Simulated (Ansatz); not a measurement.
# A hypothetical structure for LiGaSiSe4, part 2 of 2

Starting from a made-up structure for LiGaSiSe4, the aim is the relaxed cell, its shortest contacts and, where a second run follows, its electronic structure.

Ansatz 0.2.0; DFT, PBEsol, plane-wave PAW, files of the set soft_1, scalar-relativistic, no spin, cell and ions relaxed at zero pressure; PAW set soft_1 (the session's first sound run).

So far: Starting point; Relaxation of the guess. The relaxed cell has a = 5.696, c = 10.127 Å (conventional setting).

## (3) Bands of the relaxed cell

A second self-consistent run takes a narrower smearing and the mesh shown in its input; the bands follow along the standard path of the relaxed lattice.

This step: DFT, PBEsol, plane-wave PAW, files of the set soft_1, scalar-relativistic, no spin, bands and density of states at the relaxed cell; PAW set soft_1 (Ansatz 0.2.0).

input.yaml

```yaml
crystal:
  lattice:
    - [-2.8479053821, 2.8479053821, 5.0636410828]
    - [2.8479053821, -2.8479053821, 5.0636410828]
    - [2.8479053821, 2.8479053821, -5.0636410828]
  atoms:
    - { symbol: Se, position: [0.376279549, 0.8993039637, 0.0401807049] }
    - { symbol: Se, position: [0.8591232589, 0.3360988441, 0.9598192951] }
    - { symbol: Se, position: [0.1006960363, 0.1408767411, 0.4769755853] }
    - { symbol: Se, position: [0.6639011559, 0.623720451, 0.5230244147] }
    - { symbol: Ga, position: [0.5, 0.5, 0.0] }
    - { symbol: Si, position: [0.75, 0.25, 0.5] }
    - { symbol: Li, position: [0.25, 0.75, 0.5] }
kpoints:
  mp_grid: { grid: [8, 8, 8] }
  band_path:
    path:
      - [[0.0, 0.0, 0.0], [0.0, 0.0, 0.5], [-0.1581595, 0.1581595, 0.5], [-0.32907975, 0.32907975, 0.32907975], [0.0, 0.0, 0.0], [0.5, 0.5, -0.5], [0.32907975, 0.67092025, -0.32907975], [0.0, 0.5, 0.0], [0.25, 0.25, 0.25], [0.5, 0.5, -0.1581595], [0.5, 0.5, -0.5]]
      - [[0.0, 0.0, 0.5], [0.25, 0.25, 0.25]]
    npoints: 7
scf:
  occupations: { method: fermi_dirac, width: 0.03 }
  n_extra_bands: 11
hamiltonian:
  xc: pbesol
  pseudopotentials: { kind: paw, azcp: { folder: soft_1 }, xc_functional: pbe }
output:
  forces: true
  stress: true
  write_bands: true
  dos: { projected: true }
  write_density: true
  write_potential: true
  elf: true
  volumetric_format: npy
```

Started as:

```console
$ ansatz run input.yaml --threads 4 --pin off --max-ram 10240MiB --backend cpu --events-out ev --progress --plain --runs-dir out
```

Numbers of over 12 decimals in the logs are rounded to 6 here.

Output:

```text
[...]
Crystal: 7 atoms, lattice volume = 164.276 Å³
Basis set: ecut = 420 eV, 3201 PW (Γ), exchange–correlation on 90×90×90 points (8 copies of the dense FFT grid, shifted against one another)
Bands: 53, of which v1, the nominal top of the filled ones, is band 42 counted from 1 (41 counted from 0)
Symmetry: 4 space group operations
[...]
k-points: 78 of 512 (time reversal used)
[...]
SCF iter   1: F=—  HF=-26270.431402 eV  |F-HF|=—  |Δ(HF+E_count)|=         —  Δρ=4.70e-2  dr2=3.22e0  ethr=3.10e-3  ⟨swp⟩=7.2  Hψ=16951  notcnv=0
[...]
SCF iter   9: F=-26269.337763 eV  HF=-26269.337763 eV  |F-HF|=6.79e-8  |Δ(HF+E_count)|=   4.46e-7  Δρ=5.31e-6  dr2=3.95e-8  ethr=1.19e-10  ⟨swp⟩=15.8  Hψ=34849  notcnv=0
SCF 1 converged in 9 iterations: F = -26269.337763 eV  dr2 = 3.95e-8
[...]
NSCF: frozen V_eff on 79 k-points
SCF converged after 9 iterations
Free energy (F): -26269.337763 eV
[...]
Internal energy: -26269.337763 eV  (E = F + TS)
E sigma→0 (E₀):  -26269.337763 eV
Fermi energy:    6.471627 eV
[...]
--- Forces (eV/Å), atoms counted from 1 ---
  atom   1  Se    -0.00006987    -0.00017164    -0.00173821
  atom   2  Se     0.00006987     0.00017164    -0.00173821
  atom   3  Se    -0.00017164     0.00006987     0.00173821
  atom   4  Se     0.00017164    -0.00006987     0.00173821
  atom   5  Ga     0.00000000     0.00000000     0.00000000
  atom   6  Si     0.00000000     0.00000000     0.00000000
  atom   7  Li     0.00000000     0.00000000     0.00000000
  max |Σ_I F_I| component: 1.52e-17 eV/Å
--- Stress (GPa, compression-positive) ---
        0.003303       0.000001      -0.000000
       -0.000001       0.003303      -0.000000
       -0.000000      -0.000000       0.002851
  P = ⅓ Tr σ = 0.0032 GPa (0.032 kbar)
--- Band table (eV; the first three rows and the last of 78) ---
  k-point 0: bands = [... 38 lower, 3.6712, 5.1263, 5.1263, 5.3062, 7.6096, 7.8249, 8.7486, 10.1059, ... 7 higher]
  k-point 1: bands = [... 38 lower, 3.8549, 4.5891, 5.0453, 5.1502, 8.0220, 8.1497, 8.9904, 9.9982, ... 7 higher]
  k-point 2: bands = [... 38 lower, 3.8519, 4.4830, 4.6265, 5.0194, 8.2782, 8.5332, 9.4410, 10.0455, ... 7 higher]
  k-point 77: bands = [... 38 lower, 3.6843, 4.0150, 4.6680, 4.6680, 7.8025, 7.8404, 8.2184, 8.2184, ... 7 higher]
```

The job ended after 34 s (4 threads of Arm Neoverse V1, shared host; peak memory 0.98 GiB).

In the SCF lines HF is the Harris–Foulkes energy and dr2 the Hartree energy of the density residual, in eV; the loop may stop once dr2 is under the threshold and the program's other checks hold. Hψ counts applications of the Hamiltonian.

Numbers from this step:

| Item | Value |
| --- | --- |
| Fermi energy | 6.472 eV |
| pressure | 0.003152 GPa |
| gap on the k-mesh | 2.303 eV |

From bands.tsv. The electronic bands at the labelled points (eV, zero at the valence top; v1 is the highest filled band, c1 the lowest empty one):

| point | v4 | v3 | v2 | v1 | c1 | c2 | c3 | c4 |
| --- | --- | --- | --- | --- | --- | --- | --- | --- |
| Γ | -1.64 | -0.18 | -0.18 | 0.00 | 2.30 | 2.52 | 3.44 | 4.80 |
| 0.43 of the way | -1.45 | -0.89 | -0.57 | -0.26 | 2.93 | 3.18 | 4.03 | 4.71 |
| X | -0.89 | -0.72 | -0.35 | -0.09 | 2.40 | 2.86 | 4.44 | 4.51 |
| 0.43 of the way | -0.92 | -0.74 | -0.38 | -0.11 | 2.47 | 2.93 | 4.47 | 4.60 |
| Y | -1.01 | -0.84 | -0.48 | -0.20 | 2.68 | 3.11 | 4.28 | 4.49 |
| 0.57 of the way | -1.39 | -0.92 | -0.70 | -0.23 | 2.81 | 3.28 | 3.64 | 4.37 |
| S | -1.43 | -1.09 | -0.64 | -0.20 | 2.77 | 3.20 | 3.57 | 4.32 |
| 0.57 of the way | -1.44 | -0.99 | -0.53 | -0.30 | 3.19 | 3.36 | 3.72 | 4.29 |
| Γ | -1.64 | -0.18 | -0.18 | 0.00 | 2.30 | 2.52 | 3.44 | 4.80 |
| 0.43 of the way | -1.53 | -0.83 | -0.46 | -0.46 | 2.78 | 3.06 | 3.29 | 4.07 |
| Z | -1.62 | -1.29 | -0.64 | -0.64 | 2.50 | 2.53 | 2.91 | 2.91 |
| 0.43 of the way | -1.35 | -1.26 | -0.71 | -0.50 | 2.49 | 2.68 | 3.11 | 3.28 |
| S1 | -1.43 | -1.09 | -0.64 | -0.20 | 2.77 | 3.20 | 3.57 | 4.32 |
| 0.43 of the way | -1.38 | -1.07 | -0.58 | -0.20 | 3.00 | 3.40 | 3.68 | 4.82 |
| N | -1.23 | -0.94 | -0.64 | -0.33 | 3.19 | 3.60 | 4.09 | 4.89 |
| 0.57 of the way | -1.03 | -0.77 | -0.53 | -0.38 | 2.85 | 3.14 | 4.30 | 4.54 |
| P | -0.67 | -0.64 | -0.64 | -0.52 | 2.74 | 3.01 | 4.25 | 4.52 |
| 0.57 of the way | -0.92 | -0.74 | -0.45 | -0.21 | 2.59 | 3.01 | 4.40 | 4.60 |
| Y1 | -1.01 | -0.84 | -0.48 | -0.20 | 2.68 | 3.11 | 4.28 | 4.49 |
| 0.57 of the way | -1.32 | -1.27 | -0.60 | -0.53 | 2.58 | 2.78 | 3.33 | 3.48 |
| Z | -1.62 | -1.29 | -0.64 | -0.64 | 2.50 | 2.53 | 2.91 | 2.91 |
| jump to X | -0.89 | -0.72 | -0.35 | -0.09 | 2.40 | 2.86 | 4.44 | 4.51 |
| 0.57 of the way | -0.83 | -0.69 | -0.44 | -0.36 | 2.61 | 2.95 | 4.33 | 4.54 |
| P | -0.67 | -0.64 | -0.64 | -0.52 | 2.74 | 3.01 | 4.25 | 4.52 |

States per cell as run, both spins, in windows of 1 eV, from dos.tsv (zero at the valence-band top):

```csv
from,to,total
-8,-7,0.51
-7,-6,1.51
-6,-5,1.91
-5,-4,0.75
-4,-3,4.57
-3,-2,3.90
-2,-1,5.27
-1,0,5.58
0,1,0.00
1,2,0.00
2,3,1.88
3,4,3.49
4,5,4.06
5,6,3.75
6,7,4.25
```

A further 60.0 states lie below the table's range.

Electrostatic potential energy in the ac plane of the conventional cell at fractional y = 0.000, with atoms of Ga and Si and Li within 0.2 Å of it. With pseudopotentials it is smooth inside the atoms' cores, unlike the true potential.

Ten even steps from '_' (-24 eV) to '@' (11 eV), each cell a mean:
```
@@@@@@@@@@@@@@@@@@@@@@@@@@@@@@@@
@@@@@@@@@@@@@@@@@@@@@@@@@@@@@@@@
@@@@@@%%%%%%%%%%%%%%%%%%%%@@@@@@
@@@@@@%%%%%%##**++**##%%%%@@@@@@
@@@@@@@@%%##--____..++%%%%@@@@@@
@@@@@@@@%%++__::==__--##@@@@@@@@
@@@@@@@@%%**..__::__--##@@@@@@@@
@@@@@@@@%%##++::..--**%%@@@@@@@@
%%@@@@@@%%%%%%####%%%%%%@@@@@@%%
****%%%%%%@@@@@@@@@@@@%%%%%%##**
%%##**%%@@@@@@@@@@@@@@@@%%##**%%
@@@@**##@@@@@@@@@@@@@@@@%%**%%@@
@@@@++##@@@@@@@@@@@@@@@@%%**##@@
##****%%@@@@@@@@@@@@@@@@%%##****
##%%%%@@@@@@@@@@@@@@@@@@@@@@%%##
@@@@@@@@@@@@%%%%%%%%@@@@@@@@@@@@
@@@@@@@@@@%%##==--++%%@@@@@@@@@@
@@@@@@@@@@%%==____::##%%@@@@@@@@
@@@@@@@@@@%%++..__--##@@@@@@@@@@
@@@@@@@@@@%%%%****##%%@@@@@@@@@@
@@@@@@@@@@@@@@%%%%%%@@@@@@@@@@@@
@@@@@@@@@@@@@@@@@@@@@@@@@@@@@@@@
@@@@@@@@@@@@@@@@@@@@@@@@@@@@@@@@
@@@@@@@@@@@@@@@@@@@@@@@@@@@@@@@@
```
Columns run along a (5.7 Å; values clipped at the 3rd and 97th percentile), rows up along c (10.1 Å), edges of the conventional cell, whose origin can differ from the input's. Atoms in or near the plane, at fractional coordinates: Ga at (0.00, 0.50), Si at (0.50, 0.75), Li at (0.50, 0.25).

ELF in the ac plane of the conventional cell at fractional y = 0.000, with atoms of Ga and Si and Li within 0.2 Å of it. It is the smooth field of the valence electrons, not physical close to the nuclei.

Ten even steps from '_' (0.02) to '@' (0.90), each cell a mean:
```
____::--==--::____..::==--::..__
__::++####**--....::++####**--__
__::**####**++----==**######==__
__..==++******++++**##****++--__
____..::==****++==**##++--::..__
______..--++========++==::______
______..==**++======**++::..____
__..::--++**##++++**##**==::..__
::--====++++++====++++++++==--::
::--==++++==--::::::==++++++--::
..::--====--::____..::--==--::..
____::::::..________....::::..__
__..::::..____________..::::..__
..::::--::..__________..::--::::
::::--------..____..::--------::
..::--====--..______::====--::..
____..::::..__::--____::::....__
____________..%%@@==____________
______....____**%%--__......____
____::====--____..__::====--..__
__..==****++::____..==****++::__
__..--++==--..______::==++==::__
____........__________........__
________..______________________
```
Columns run along a (5.7 Å), rows up along c (10.1 Å), edges of the conventional cell, whose origin can differ from the input's. Atoms in or near the plane, at fractional coordinates: Ga at (0.00, 0.50), Si at (0.50, 0.75), Li at (0.50, 0.25).

Valence density in the ac plane of the conventional cell at fractional y = 0.000, with atoms of Ga and Si and Li within 0.2 Å of it. It is the smooth field of the valence electrons, not physical close to the nuclei.

Values in e/Å³, 24 rows by 16 columns, each cell a mean:
```
 0  0  0  0  0  0  0  0  0  0  0  0  0  0  0  0
 0  0  0  0  0  0  0  0  0  0  0  0  0  0  0  0
 0  0  0  0  0  0  0  0  0  0  0  0  0  0  0  0
 0  0  0  0  0  0  0  0  0  0  0  0  0  0  0  0
 0  0  0  0  0  0  0  0  0  0  0  0  0  0  0  0
 0  0  0  0  0  0  0  0  0  0  0  0  0  0  0  0
 0  0  0  0  0  0  0  0  0  0  0  0  0  0  0  0
 0  0  0  0  0  0  0  0  0  0  0  0  0  0  0  0
 0  0  0  0  0  0  0  0  0  0  0  0  0  0  0  0
 0  0  0  0  0  0  0  0  0  0  0  0  0  0  0  0
 5  1  0  0  0  0  0  0  0  0  0  0  0  0  1  3
32  7  1  0  0  0  0  0  0  0  0  0  0  0  2 19
19  4  1  0  0  0  0  0  0  0  0  0  0  0  1 11
 1  1  0  0  0  0  0  0  0  0  0  0  0  0  0  1
 0  0  0  0  0  0  0  0  0  0  0  0  0  0  0  0
 0  0  0  0  0  0  0  0  0  0  0  0  0  0  0  0
 0  0  0  0  0  0  0  1  1  0  0  0  0  0  0  0
 0  0  0  0  0  0  0  4  7  2  0  0  0  0  0  0
 0  0  0  0  0  0  0  3  4  1  0  0  0  0  0  0
 0  0  0  0  0  0  0  0  0  0  0  0  0  0  0  0
 0  0  0  0  0  0  0  0  0  0  0  0  0  0  0  0
 0  0  0  0  0  0  0  0  0  0  0  0  0  0  0  0
 0  0  0  0  0  0  0  0  0  0  0  0  0  0  0  0
 0  0  0  0  0  0  0  0  0  0  0  0  0  0  0  0
```
Columns run along a (5.7 Å), rows up along c (10.1 Å), edges of the conventional cell, whose origin can differ from the input's. Atoms in or near the plane, at fractional coordinates: Ga at (0.00, 0.50), Si at (0.50, 0.75), Li at (0.50, 0.25).

## (4) Summary of results

| Property | Result |
| --- | --- |
| space group, relaxed | I-4 |
| conventional cell | a = 5.696, b = 5.696, c = 10.127 Å; α = 90.0°, β = 90.0°, γ = 90.0° |
| volume per atom | 23.47 Å³ (guess 26.01) |

LiGaSiSe4 relaxes to I-4 with a = 5.696, b = 5.696 and c = 10.127 Å. The guessed volume was 11 % too large. The space group I-4 was held in the relaxation, so the end point is a stationary structure within it and may be a saddle against distortions or other arrangements. It has a direct Kohn–Sham gap of 2.30 eV, which semilocal functionals understate. On the 8×8×8 mesh with the narrower smearing (relaxed on 7×7×7) the largest force component is 0.002 eV/Å and the largest stress component is 0.003 GPa, within the relaxation's thresholds of 0.015 eV/Å and 0.05 GPa. The cutoff wasn't tested. No dispersion term is used, so weakly bound directions may come out too long. Nothing here tests whether the compound is stable against decomposition.

[Logs are printed without paths, hosts, clocks, repeated set-up lines and the standing remarks that a program may print on its own settings, such as how far it seeks lower states.]

[Hosts, paths, dates, database ids (printed as entryN), source tags and the programs' standing remarks are cut or masked in the printed files.]
